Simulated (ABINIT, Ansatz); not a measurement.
# BaSi3 (Pm-3m): zone-centre phonons, part 3 of 3

Aim: the zone-centre modes of BaSi3 (Pm-3m).

ABINIT 10.8.3; DFT LDA, scalar-relativistic, plane waves, PseudoDojo norm-conserving pseudopotentials.

So far. Step 2 (Relaxing the cell and atoms): The volume changes by +1.1 % from the cell with which this run began. Step 4 (Linear response at Γ): The acoustic modes at Γ come out as far as 6.9 cm⁻¹ from zero, where they should vanish, a small numerical error. The lowest optical mode is imaginary, 229i cm⁻¹, an instability at this level and on this k mesh. The relaxed cell has a = 4.405 Å (conventional setting).

The structure was built from a prototype and need not be the compound's stable phase.

## Step 5: Zone-centre analysis

anaddb reads the merged derivatives and imposes the acoustic sum rule.

The input, anaddb.abi:

```
ddb_filepath "gamma_DDB"
output_file "anaddb.abo"
outdata_prefix "anaddb"
asr 1
chneut 1
enunit 2
eivec 1
nph1l 1
qph1l 0.0 0.0 0.0 1.0
```

The input, mrgddb.in:

```
gamma_DDB
merged
2
dfpt_gammao_DDB
gso_DDB
```

Command:

```sh
mrgddb < mrgddb.in > mrgddb.log
OMP_NUM_THREADS=1 anaddb anaddb.abi > anaddb.log
```

anaddb.abo, the main output file:

```text
-outvars_anaddb: echo values of input variables ----------------------

 Miscellaneous information :
      enunit         2
       eivec         1
         asr         1
 First list of wavevector (reduced coord.) :
       nph1l         1
       qph1l
                     0.00000000E+00  0.00000000E+00  0.00000000E+00    1.000E+00

================================================================================

 read the DDB information and perform some checks

  ==== Info on the Cryst% object ====
 Real(R)+Recip(G) space primitive vectors, cartesian coordinates (Bohr,Bohr^-1):
 R(1)=  8.3246284  0.0000000  0.0000000  G(1)=  0.1201255  0.0000000  0.0000000
 R(2)=  0.0000000  8.3246284  0.0000000  G(2)=  0.0000000  0.1201255  0.0000000
 R(3)=  0.0000000  0.0000000  8.3246284  G(3)=  0.0000000  0.0000000  0.1201255
 Unit cell volume ucvol=  5.7689207E+02 bohr^3
 Angles (23,13,12)=  9.00000000E+01  9.00000000E+01  9.00000000E+01 degrees
 Time-reversal symmetry is present
 Reduced atomic positions [iatom, xred, symbol]:
    1)    0.0000000  0.0000000  0.0000000  Ba
    2)    0.0000000  0.5000000  0.5000000  Si
    3)    0.5000000  0.0000000  0.5000000  Si
    4)    0.5000000  0.5000000  0.0000000  Si

 DDB file with 3 blocks has been read.

================================================================================

 Treat the first list of vectors

  Phonon wavevector (reduced coordinates) :  0.00000  0.00000  0.00000
 Phonon energies in Hartree :
  -1.042595E-03 -1.042595E-03 -1.042595E-03  0.000000E+00  0.000000E+00
   0.000000E+00  8.444703E-04  8.444703E-04  8.444703E-04  1.115789E-03
   1.115789E-03  1.115789E-03
 Phonon energies in meV     :
- -2.837046E+01 -2.837046E+01 -2.837046E+01  0.000000E+00  0.000000E+00
-  0.000000E+00  2.297921E+01  2.297921E+01  2.297921E+01  3.036217E+01
-  3.036217E+01  3.036217E+01
 Phonon frequencies in cm-1    :
- -2.288232E+02 -2.288232E+02 -2.288232E+02  0.000000E+00  0.000000E+00
-  0.000000E+00  1.853398E+02  1.853398E+02  1.853398E+02  2.448874E+02
-  2.448874E+02  2.448874E+02
 Phonon frequencies in Thz     :
- -6.859947E+00 -6.859947E+00 -6.859947E+00  0.000000E+00  0.000000E+00
-  0.000000E+00  5.556347E+00  5.556347E+00  5.556347E+00  7.341540E+00
-  7.341540E+00  7.341540E+00
 Phonon energies in Kelvin  :
- -3.292256E+02 -3.292256E+02 -3.292256E+02  0.000000E+00  0.000000E+00
-  0.000000E+00  2.666626E+02  2.666626E+02  2.666626E+02  3.523384E+02
-  3.523384E+02  3.523384E+02

 Eigendisplacements
 (will be given, for each mode : in cartesian coordinates
   for each atom the real part of the displacement vector,
   then the imaginary part of the displacement vector - absolute values smaller than 1.0d-7 are set to zero)
  Mode number    1   Energy   -1.042595E-03
 Attention : low frequency mode.
   (Could be unstable or acoustic mode)
-  1  0.00000000E+00  0.00000000E+00  3.95456747E-04
-     0.00000000E+00  0.00000000E+00  0.00000000E+00
-  2  0.00000000E+00  0.00000000E+00  1.06433271E-03
-     0.00000000E+00  0.00000000E+00  0.00000000E+00
-  3  0.00000000E+00  0.00000000E+00  1.06433271E-03
-     0.00000000E+00  0.00000000E+00  0.00000000E+00
-  4  0.00000000E+00  0.00000000E+00 -4.06229265E-03
-     0.00000000E+00  0.00000000E+00  0.00000000E+00
  Mode number    2   Energy   -1.042595E-03
 Attention : low frequency mode.
   (Could be unstable or acoustic mode)
-  1  0.00000000E+00 -3.95456747E-04  0.00000000E+00
-     0.00000000E+00  0.00000000E+00  0.00000000E+00
-  2 -1.48738626E-07 -1.06433270E-03  0.00000000E+00
-     0.00000000E+00  0.00000000E+00  0.00000000E+00
-  3  0.00000000E+00  4.06229265E-03  0.00000000E+00
-     0.00000000E+00  0.00000000E+00  0.00000000E+00
-  4  0.00000000E+00 -1.06433270E-03  0.00000000E+00
-     0.00000000E+00  0.00000000E+00  0.00000000E+00
  Mode number    3   Energy   -1.042595E-03
 Attention : low frequency mode.
   (Could be unstable or acoustic mode)
-  1  3.95456747E-04  0.00000000E+00  0.00000000E+00
-     0.00000000E+00  0.00000000E+00  0.00000000E+00
-  2 -4.06229265E-03  0.00000000E+00  0.00000000E+00
-     0.00000000E+00  0.00000000E+00  0.00000000E+00
-  3  1.06433270E-03 -1.48738626E-07  0.00000000E+00
-     0.00000000E+00  0.00000000E+00  0.00000000E+00
-  4  1.06433270E-03  0.00000000E+00  0.00000000E+00
-     0.00000000E+00  0.00000000E+00  0.00000000E+00
  Mode number    4   Energy    0.000000E+00
 Attention : low frequency mode.
   (Could be unstable or acoustic mode)
-  1  0.00000000E+00  0.00000000E+00 -1.57344382E-03
-     0.00000000E+00  0.00000000E+00  0.00000000E+00
-  2  0.00000000E+00  0.00000000E+00 -1.57344381E-03
-     0.00000000E+00  0.00000000E+00  0.00000000E+00
-  3  0.00000000E+00  0.00000000E+00 -1.57344381E-03
-     0.00000000E+00  0.00000000E+00  0.00000000E+00
-  4  0.00000000E+00  0.00000000E+00 -1.57344383E-03
-     0.00000000E+00  0.00000000E+00  0.00000000E+00
  Mode number    5   Energy    0.000000E+00
 Attention : low frequency mode.
   (Could be unstable or acoustic mode)
-  1  0.00000000E+00  1.57344382E-03  0.00000000E+00
-     0.00000000E+00  0.00000000E+00  0.00000000E+00
-  2  0.00000000E+00  1.57344381E-03  0.00000000E+00
-     0.00000000E+00  0.00000000E+00  0.00000000E+00
-  3  0.00000000E+00  1.57344383E-03  0.00000000E+00
-     0.00000000E+00  0.00000000E+00  0.00000000E+00
-  4  0.00000000E+00  1.57344381E-03  0.00000000E+00
-     0.00000000E+00  0.00000000E+00  0.00000000E+00
  Mode number    6   Energy    0.000000E+00
 Attention : low frequency mode.
   (Could be unstable or acoustic mode)
-  1  1.57344382E-03  0.00000000E+00  0.00000000E+00
-     0.00000000E+00  0.00000000E+00  0.00000000E+00
-  2  1.57344383E-03  0.00000000E+00  0.00000000E+00
-     0.00000000E+00  0.00000000E+00  0.00000000E+00
-  3  1.57344381E-03  0.00000000E+00  0.00000000E+00
-     0.00000000E+00  0.00000000E+00  0.00000000E+00
-  4  1.57344381E-03  0.00000000E+00  0.00000000E+00
-     0.00000000E+00  0.00000000E+00  0.00000000E+00
  Mode number    7   Energy    8.444703E-04
-  1  0.00000000E+00  0.00000000E+00  0.00000000E+00
-     0.00000000E+00  0.00000000E+00  0.00000000E+00
-  2  0.00000000E+00  0.00000000E+00 -3.12509966E-03
-     0.00000000E+00  0.00000000E+00  0.00000000E+00
-  3  0.00000000E+00  0.00000000E+00  3.12509966E-03
-     0.00000000E+00  0.00000000E+00  0.00000000E+00
-  4  0.00000000E+00  0.00000000E+00  0.00000000E+00
-     0.00000000E+00  0.00000000E+00  0.00000000E+00
  Mode number    8   Energy    8.444703E-04
-  1  0.00000000E+00  0.00000000E+00  0.00000000E+00
-     0.00000000E+00  0.00000000E+00  0.00000000E+00
-  2  0.00000000E+00  3.12509966E-03  0.00000000E+00
-     0.00000000E+00  0.00000000E+00  0.00000000E+00
-  3  0.00000000E+00  0.00000000E+00  0.00000000E+00
-     0.00000000E+00  0.00000000E+00  0.00000000E+00
-  4  0.00000000E+00 -3.12509966E-03  0.00000000E+00
-     0.00000000E+00  0.00000000E+00  0.00000000E+00
  Mode number    9   Energy    8.444703E-04
-  1  0.00000000E+00  0.00000000E+00  0.00000000E+00
-     0.00000000E+00  0.00000000E+00  0.00000000E+00
-  2  0.00000000E+00  0.00000000E+00  0.00000000E+00
-     0.00000000E+00  0.00000000E+00  0.00000000E+00
-  3 -3.12509966E-03  0.00000000E+00  0.00000000E+00
-     0.00000000E+00  0.00000000E+00  0.00000000E+00
-  4  3.12509966E-03  0.00000000E+00  0.00000000E+00
-     0.00000000E+00  0.00000000E+00  0.00000000E+00
  Mode number   10   Energy    1.115789E-03
-  1  0.00000000E+00  0.00000000E+00  1.16729886E-03
-     0.00000000E+00  0.00000000E+00  0.00000000E+00
-  2  0.00000000E+00  0.00000000E+00 -2.48147503E-03
-     0.00000000E+00  0.00000000E+00  0.00000000E+00
-  3  0.00000000E+00  0.00000000E+00 -2.48147503E-03
-     0.00000000E+00  0.00000000E+00  0.00000000E+00
-  4  0.00000000E+00  0.00000000E+00 -7.44680261E-04
-     0.00000000E+00  0.00000000E+00  0.00000000E+00
  Mode number   11   Energy    1.115789E-03
-  1  0.00000000E+00  1.16729886E-03  0.00000000E+00
-     0.00000000E+00  0.00000000E+00  0.00000000E+00
-  2  0.00000000E+00 -2.48147503E-03  0.00000000E+00
-     0.00000000E+00  0.00000000E+00  0.00000000E+00
-  3  0.00000000E+00 -7.44680261E-04  0.00000000E+00
-     0.00000000E+00  0.00000000E+00  0.00000000E+00
-  4  0.00000000E+00 -2.48147503E-03  0.00000000E+00
-     0.00000000E+00  0.00000000E+00  0.00000000E+00
  Mode number   12   Energy    1.115789E-03
-  1  1.16729886E-03  0.00000000E+00  0.00000000E+00
-     0.00000000E+00  0.00000000E+00  0.00000000E+00
-  2 -7.44680261E-04  0.00000000E+00  0.00000000E+00
-     0.00000000E+00  0.00000000E+00  0.00000000E+00
-  3 -2.48147503E-03  0.00000000E+00  0.00000000E+00
-     0.00000000E+00  0.00000000E+00  0.00000000E+00
-  4 -2.48147503E-03  0.00000000E+00  0.00000000E+00
-     0.00000000E+00  0.00000000E+00  0.00000000E+00

 Analysis of degeneracies and characters (maximum tolerance=1.00E-06 a.u.)
 For each vibration mode, or group of modes if degenerate,
 the characters are given for each symmetry operation (see the list in the log file).
 Symmetry characters of vibration mode #   1
       degenerate with vibration modes #   2 to    3
  3.0 -3.0 -1.0  1.0 -1.0  1.0 -1.0  1.0  1.0 -1.0 -1.0  1.0  1.0 -1.0 -1.0  1.0
  0.0 -0.0  0.0 -0.0 -0.0  0.0 -0.0  0.0  1.0 -1.0 -1.0  1.0 -1.0  1.0  1.0 -1.0
  0.0 -0.0 -0.0  0.0 -0.0  0.0  0.0 -0.0  1.0 -1.0  1.0 -1.0 -1.0  1.0 -1.0  1.0
 Symmetry characters of vibration mode #   4
       degenerate with vibration modes #   5 to    6
  3.0 -3.0 -1.0  1.0 -1.0  1.0 -1.0  1.0  1.0 -1.0 -1.0  1.0  1.0 -1.0 -1.0  1.0
  0.0 -0.0  0.0 -0.0 -0.0  0.0 -0.0  0.0  1.0 -1.0 -1.0  1.0 -1.0  1.0  1.0 -1.0
  0.0 -0.0 -0.0  0.0 -0.0  0.0  0.0 -0.0  1.0 -1.0  1.0 -1.0 -1.0  1.0 -1.0  1.0
 Symmetry characters of vibration mode #   7
       degenerate with vibration modes #   8 to    9
  3.0 -3.0 -1.0  1.0 -1.0  1.0 -1.0  1.0 -1.0  1.0  1.0 -1.0 -1.0  1.0  1.0 -1.0
 -0.0  0.0  0.0 -0.0  0.0 -0.0 -0.0  0.0 -1.0  1.0  1.0 -1.0  1.0 -1.0 -1.0  1.0
 -0.0  0.0  0.0 -0.0 -0.0  0.0  0.0 -0.0 -1.0  1.0 -1.0  1.0  1.0 -1.0  1.0 -1.0
 Symmetry characters of vibration mode #  10
       degenerate with vibration modes #  11 to   12
  3.0 -3.0 -1.0  1.0 -1.0  1.0 -1.0  1.0  1.0 -1.0 -1.0  1.0  1.0 -1.0 -1.0  1.0
  0.0 -0.0 -0.0  0.0  0.0 -0.0 -0.0  0.0  1.0 -1.0 -1.0  1.0 -1.0  1.0  1.0 -1.0
  0.0 -0.0  0.0 -0.0 -0.0  0.0 -0.0  0.0  1.0 -1.0  1.0 -1.0 -1.0  1.0 -1.0  1.0
-
```

Run time: 0.5 s. Hardware: 1 thread of Arm Neoverse V1, shared host.

Read from the output:

```
highest optical zone-centre mode (no LO-TO term) : 244.9 cm⁻¹
```

No LO-TO term; unit eigenvectors of the mass-weighted matrix, from anaddb's displacements. Modes at Γ, with each element's share of the kinetic energy (negative means imaginary):

| mode | frequency (cm⁻¹) | symmetry | Ba % | Si % |
| --- | --- | --- | --- | --- |
| 1 | -228.8 | T1u | 4 | 96 |
| 2 | -228.8 | T1u | 4 | 96 |
| 3 | -228.8 | T1u | 4 | 96 |
| 4 | 0.0 | acoustic | 62 | 38 |
| 5 | 0.0 | acoustic | 62 | 38 |
| 6 | 0.0 | acoustic | 62 | 38 |
| 7 | 185.3 | T2u | 0 | 100 |
| 8 | 185.3 | T2u | 0 | 100 |
| 9 | 185.3 | T2u | 0 | 100 |
| 10 | 244.9 | T1u | 34 | 66 |
| 11 | 244.9 | T1u | 34 | 66 |
| 12 | 244.9 | T1u | 34 | 66 |

Displacements in mode 1 (-228.8 cm⁻¹), the largest set to 1:
```
Ba1  0.00  0.00  0.10
Si2  0.00  0.00  0.26
Si3  0.00  0.00  0.26
Si4  0.00  0.00 -1.00
```

Displacements in mode 7 (185.3 cm⁻¹), the largest set to 1:
```
Ba1  0.00  0.00  0.00
Si2  0.00  0.00 -1.00
Si3  0.00  0.00  1.00
Si4  0.00  0.00  0.00
```

The rule moves no optical mode by more than 0.1 cm⁻¹.

## Step 6: Cross-check with Ansatz

The same cell goes through another code at the same cutoff. The files are of one family, but Ansatz's library holds files of its own making for some heavy elements, so those for Ba may differ.

This step: DFT LDA, scalar-relativistic, plane waves, norm-conserving pseudopotentials of its library (PseudoDojo's, some remade) (Ansatz 0.2.0).

The input, input.yaml:

```yaml
crystal:
  lattice:
    - [4.4052036355, 0.0, 0.0]
    - [0.0, 4.4052036355, 0.0]
    - [0.0, 0.0, 4.4052036355]
  atoms:
    - { symbol: Ba, position: [0.0, 0.0, 0.0] }
    - { symbol: Si, position: [0.0, 0.5, 0.5] }
    - { symbol: Si, position: [0.5, 0.0, 0.5] }
    - { symbol: Si, position: [0.5, 0.5, 0.0] }
kpoints:
  mp_grid: { grid: [6, 6, 6] }
hamiltonian:
  xc: lda
  pseudopotentials: { kind: nc, accuracy: standard }
scf:
  occupations: { method: gaussian, width: 0.27211 }
output:
  eigenvalues: true
basis:
  ecutwfc: 585.045
phonons:
  method: dfpt
```

Command:

```sh
ansatz run input.yaml --threads 4 --pin off --max-ram 8192MiB --backend cpu --events-out ev --progress --plain --runs-dir out
```

The log of the run:

```text
Warning: basis.ecutwfc = 585.045 eV is below the records' recommended 770 eV, and the density's cutoff is lower with it unless basis.ecutrho_ratio is high enough to keep the records' density cutoff: compare with a run at a higher cutoff
zone centre: on kpoints.mp_grid the ground state, and the responses unless they are solved on pairs of k-points, stand on 64 of the mesh's 216 k-points, reduced under 8 symmetry operations, with k and −k counted as one. Each operation leaves every solved displacement unchanged or reverses it
Engine: ansatz 0.2.0, aarch64-unknown-linux-gnu
Pseudopotentials: kind: nc
Pseudopotential: Ba, nc, valence charge 10, recommended cutoff 770 eV (normal), Ba.nc.azcp (PseudoDojo's, or run here from an input of PseudoDojo's; its table is named by hamiltonian.pseudopotentials.accuracy)
Pseudopotential: Si, nc, valence charge 4, recommended cutoff 435.38218 eV (normal), Si.nc.azcp (PseudoDojo's, or run here from an input of PseudoDojo's; its table is named by hamiltonian.pseudopotentials.accuracy)
Functional definition: SPW92
  exchange = slater_x
  correlation = pw_c
Crystal: 4 atoms, lattice volume = 85.487 Å³
Basis set: ecut = 585.045 eV, 2777 PW (Γ), exchange–correlation on 72×72×72 points (8 copies of the dense FFT grid, shifted against one another)
Bands: 15, of which v1, the nominal top of the filled ones, is band 11 counted from 1 (10 counted from 0)
Symmetry: 48 space group operations
k-points: 64 of 216 (irreducible under 8 space group operations)
Non-local potential: Ba, projectors of the file, l = 0: 2, l = 1: 2, l = 2: 2, l = 3: 2
Non-local potential: Si, projectors of the file, l = 0: 2, l = 1: 2, l = 2: 2
Initial density: superposition of atomic densities (chi_scale 0.1, normalization cell, long waves kept (reshape's long-wave potential 0.00 eV rms))
Initial wavefunctions: pseudopotential atomic-orbital guess
Functional: x = slater, c = lda
SCF iter   1: F=—  HF=-1112.102661 eV  |F-HF|=—  |Δ(HF+E_count)|=         —  Δρ=3.33e-2  dr2=3.05e0  ethr=3.10e-3  ⟨swp⟩=9.3  Hψ=7750  notcnv=0
preconditioner: auto → Kerker (q_TF=auto, 2.176 Å⁻¹)  [metal: Δε(μ)=0.210 eV  Ē_g=8.739 eV  σ=0.272 eV  W_gap=0.41  n_scr=18 (ndim 8)  ℏωp=18.0 eV  f_vac=0.000  D(μ)=1.84/eV (n_scr^D=6)]
SCF iter   2: F=—  HF=-1111.433946 eV  |F-HF|=—  |Δ(HF+E_count)|=   6.69e-1  Δρ=1.97e-2  dr2=1.15e0  ethr=3.10e-3  ⟨swp⟩=2.6  Hψ=1957  notcnv=0  defer=1
SCF iter   3: F=—  HF=-1111.016661 eV  |F-HF|=—  |Δ(HF+E_count)|=   4.17e-1  Δρ=2.97e-3  dr2=9.74e-3  ethr=3.10e-3  ⟨swp⟩=3.2  Hψ=1923  notcnv=0  defer=1
SCF iter   4: F=—  HF=-1111.017660 eV  |F-HF|=—  |Δ(HF+E_count)|=   9.99e-4  Δρ=6.65e-4  dr2=8.47e-4  ethr=4.43e-5  ⟨swp⟩=2.9  Hψ=2211  notcnv=0  defer=1
SCF iter   5: F=—  HF=-1111.017371 eV  |F-HF|=—  |Δ(HF+E_count)|=   2.89e-4  Δρ=1.23e-4  dr2=2.21e-5  ethr=3.85e-6  ⟨swp⟩=2.0  Hψ=1454  notcnv=0  defer=1
SCF iter   6: F=—  HF=-1111.017367 eV  |F-HF|=—  |Δ(HF+E_count)|=   3.94e-6  Δρ=1.44e-5  dr2=2.15e-7  ethr=1.01e-7  ⟨swp⟩=2.4  Hψ=1696  notcnv=0  defer=1
SCF iter   7: F=—  HF=-1111.017365 eV  |F-HF|=—  |Δ(HF+E_count)|=   2.89e-6  Δρ=2.22e-6  dr2=4.87e-9  ethr=9.78e-10  ⟨swp⟩=2.6  Hψ=1756  notcnv=0  defer=1
SCF iter   8: F=—  HF=-1111.017365 eV  |F-HF|=—  |Δ(HF+E_count)|=   1.01e-9  Δρ=2.44e-7  dr2=4.36e-11  ethr=2.22e-11  ⟨swp⟩=2.2  Hψ=1668  notcnv=0  defer=1
SCF iter   9: F=-1111.017365 eV  HF=-1111.017365 eV  |F-HF|=6.82e-13  |Δ(HF+E_count)|=  1.07e-11  Δρ=3.01e-8  dr2=1.28e-12  ethr=1.00e-12  ⟨swp⟩=11.0  Hψ=7619  notcnv=0
SCF 1 converged in 9 iterations: F = -1111.017365 eV  dr2 = 1.28e-12
DFPT response loops at Γ: preconditioner auto → Kerker (q_TF=auto, 2.176 Å⁻¹) (partly filled bands, converged f_vac=0.000); β = 1.00, the filter's whole step (`scf.mixing.beta` (0.50) is not read by the response loops under this deck's `scf.mixing.preconditioner`; to damp them name `kerker` or `kerker_dos`, under which they read `scf.mixing.beta`, and type it under 1.00, their step now; both keys bind the ground state too); Broyden in place of MSR1
SCF converged after 9 iterations
Free energy (F): -1111.017365 eV
Harris-Foulkes:  -1111.017365 eV  (|F-HF|=6.82e-13)
Internal energy: -1110.960549 eV  (E = F + TS)
E sigma→0 (E₀):  -1110.988957 eV
Entropy (-TS):   -0.056816 eV (-14.204 meV/atom)
Fermi energy:    8.915228 eV
--- Per-component energies (eV) ---
  E_band       = 16.743705
  E_kinetic    = 302.618349
  E_local      = -354.620868  (includes V_loc(G=0)·N_el)
  E_nonlocal   = 161.774104
  E_hartree    = 90.417421
  E_xc         = -304.941551
  E_vxc        = -273.862722  (∫ρ·V_xc dr)
  E_ewald      = -1006.208003
  E_smearing   = -0.056816  (= −TS)
  E_closure    = 0.000000  (closes the sum)
  Σ components = -1111.017365   (vs F -1111.017365, Δ=0.00e0)
--- Band table (eV; the first three rows and the last of 64) ---
  k-point 0: bands = [... 7 lower, 7.0795, 7.0795, 7.0795, 10.4875, 10.4875, 10.4875, 11.7885, 11.7885]
  k-point 1: bands = [... 7 lower, 6.9490, 6.9490, 7.3362, 9.2386, 9.7922, 9.7922, 11.9383, 12.4508]
  k-point 2: bands = [... 7 lower, 6.6258, 6.6258, 7.8171, 8.4242, 9.4529, 9.4529, 11.8873, 12.3278]
  k-point 63: bands = [... 7 lower, 4.2741, 7.7086, 7.7086, 7.7086, 13.4718, 13.7292, 13.7292, 13.7292]
--- Phonons (Γ-DFPT): 3 representative perturbations + reference, on 64 of 216 k-points (Σ response iterations 9) ---
  k mesh reduced under 8 symmetry operations, with k and −k counted as one. Each operation leaves every solved displacement unchanged or reverses it
  ASR residual: 1.153e-5 → 0.000e0 eV/Å²; symmetrization residual: 1.646e-6 eV/Å²
  ASR residual per site (eV/Å²): 5.66e-6 1.15e-5 1.15e-5 1.15e-5
  Γ frequencies (cm⁻¹): -229.44 -229.44 -229.44 0.00 0.00 0.00 180.76 180.76 180.76 240.37 240.37 240.37
  non-analytic LO–TO correction: not included (Born effective charges unavailable; polar crystals: no LO–TO splitting at Γ)
```

Wall time 13 s (4 threads); peak memory 0.8 GiB.

Read from the output:

```yaml
sum_rule_residual_before_enforcement: 1.15e-5 eV/Å²
highest_optical_zone_centre_mode_no_lo_to_term: 240.4 cm⁻¹
lowest_optical_zone_centre_mode: -229.4 cm⁻¹
```

## Step 7: Side by side: ABINIT PseudoDojo and Ansatz, library NC

Worked out from the results:

```
root-mean-square difference : 3.69 cm⁻¹
largest difference          : 4.5 cm⁻¹
```

Optical modes, paired by symmetry label. Frequencies side by side, by row:

| q (reciprocal lattice) | mode | ABINIT PseudoDojo (cm⁻¹) | Ansatz, library NC (cm⁻¹) |
| --- | --- | --- | --- |
| 0 0 0 | 1 | -228.8 | -229.4 |
| 0 0 0 | 2 | -228.8 | -229.4 |
| 0 0 0 | 3 | -228.8 | -229.4 |
| 0 0 0 | 7 | 185.3 | 180.8 |
| 0 0 0 | 8 | 185.3 | 180.8 |
| 0 0 0 | 9 | 185.3 | 180.8 |
| 0 0 0 | 10 | 244.9 | 240.4 |
| 0 0 0 | 11 | 244.9 | 240.4 |
| 0 0 0 | 12 | 244.9 | 240.4 |

At the zone centre the largest difference (acoustic modes at Γ apart) is 2 % of the highest mode.

## Step 8: What came out

```
space group after relaxation                                           : Pm-3m
volume per atom                                                        : 21.4 Å³
highest optical zone-centre mode (no LO-TO term)                       : 244.9 cm⁻¹
lowest optical zone-centre mode                                        : -228.8 cm⁻¹
imaginary optical modes at the zone centre (no q mesh in this session) : yes
largest difference from Ansatz, library NC                             : 4.5 cm⁻¹
```

What this shows: At the LDA level the optical modes of BaSi3 (Pm-3m) at the zone centre run from 229i to 245 cm⁻¹, so the structure is a saddle point, with 3 modes beyond 10i cm⁻¹ there. ABINIT PseudoDojo and Ansatz, library NC differ by 3.7 cm⁻¹ in the root mean square and by 4.5 cm⁻¹ at most, 1.8 % of the highest mode compared (acoustic modes at Γ left out); the two use different potentials, and the cell was not relaxed for the second set. These are harmonic frequencies at zero temperature: anharmonic shifts and linewidths and thermal expansion are left out. Spin-orbit coupling is left out, which can matter for the heavy elements here. In a metal the frequencies hang on the k mesh and the smearing, most of all near Kohn anomalies. Ansatz warns that the cutoff lies 24 % under the one recommended for these files; agreement at one cutoff is not convergence. The total energies of the two programs lie far apart, so at least one potential file in Ansatz's library differs from the published one read by the first program. The structure is a hypothetical one, built on a prototype.

[Host names and launcher messages were left out of these logs when they were recorded.]

[Logs are printed without paths, hosts, clocks, repeated set-up lines and the standing remarks that a program may print on its own settings, such as how far it seeks lower states.]

[Hosts, paths, dates, database ids (printed as entryN), source tags and the programs' standing remarks are cut or masked in the printed files.]
